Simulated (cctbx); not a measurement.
## Which space group?

Cell: a = 8.2160 Å, b = 11.5970 Å, c = 4.1560 Å, α = 90.00°, β = 90.00°, γ = 90.00°. Expected content of the cell: Pb2 Ho4 Se10.

The data are simulated with cctbx, not measured: Cu Kα, λ = 1.54184 Å, to d = 0.8 Å, 50 % of the full sphere, strongest reflection 70000 counts, noise from counting, a 1.5 % proportional error and a noise floor of 4 counts (s.d.); no absorption.

A first pass over the reflections prints:

```text
1607 reflections to d = 0.801 A
centring   violations  <I/sigma> of those
    A        724 of   814     27.5
    B        709 of   825     26.4
    C        603 of   781     20.2
    I        739 of   829     28.2
    R        954 of  1097     27.0
    F       1018 of  1210     24.8
Laue class    unique    Rint  (classes that these axes allow; Friedel mates merged)
P -1             1201   0.012
P 1 2/m 1         792   0.014
P 1 1 2/m         835   0.014
P 2/m 1 1         789   0.014
P m m m           503   0.015
space group    extra absences  I>4sigma  <I/sigma>
P 2 2 2                 0          0         -  acentric
P 21 2 2                6          0       0.5  acentric
P 2 21 2                8          0      -0.2  acentric
P 21 21 2              14          0       0.1  acentric
P m m 2                 0          0         -  acentric
P 2 m m                 0          0         -  acentric
P m 2 m                 0          0         -  acentric
P 21 a m               39          0       0.2  acentric
P b 21 m               64          0      -0.2  acentric
P m a 2                39          0       0.2  acentric
P b m 2                64          0      -0.2  acentric
P b a 2               103          0      -0.1  acentric
P m m m                 0          0         -  centric
P b m m                64          0      -0.2  centric
P m a m                39          0       0.2  centric
P b a m               103          0      -0.1  centric
Wilson B = 0.90 A^2   <|E^2-1|> = 0.843 (0.968 centric, 0.736 acentric)   E^2>4: 2.1 %
shell (A)         n   <I/sigma>
11.60 - 1.60     78     46.2
 1.60 - 1.27     66     47.7
 1.27 - 1.11     63     46.7
 1.11 - 1.01     59     41.2
 1.01 - 0.94     65     40.2
 0.94 - 0.88     55     40.6
 0.88 - 0.84     48     41.3
 0.84 - 0.80     69     39.2
```

**Question.** What are the lattice type, the Laue class and the likely space group?

Every centring test has many violations, so the lattice is primitive.

Rint stays low (0.012 to 0.015) up to P m m m, the highest class in these axes.

16 settings pass the absence test. The most absences obeyed, 103, belong to P b a 2 and P b a m, which absences can't tell apart.

⟨|E²−1|⟩ = 0.843 lies between the two ideal values. The Wilson B of 0.90 Å² means U ≈ 0.0114 Å².

The true group is Pbam (no. 55), Laue class mmm, centrosymmetric. The tables only narrow the choice to the tied entries; cell content, site symmetry and trial solutions must settle it.

The model is made up (kin elements in a known structure type, no relaxation), so it says nothing on whether the phase exists.

[Logs are printed without paths, hosts, clocks, repeated set-up lines and the standing remarks that a program may print on its own settings, such as how far it seeks lower states.]
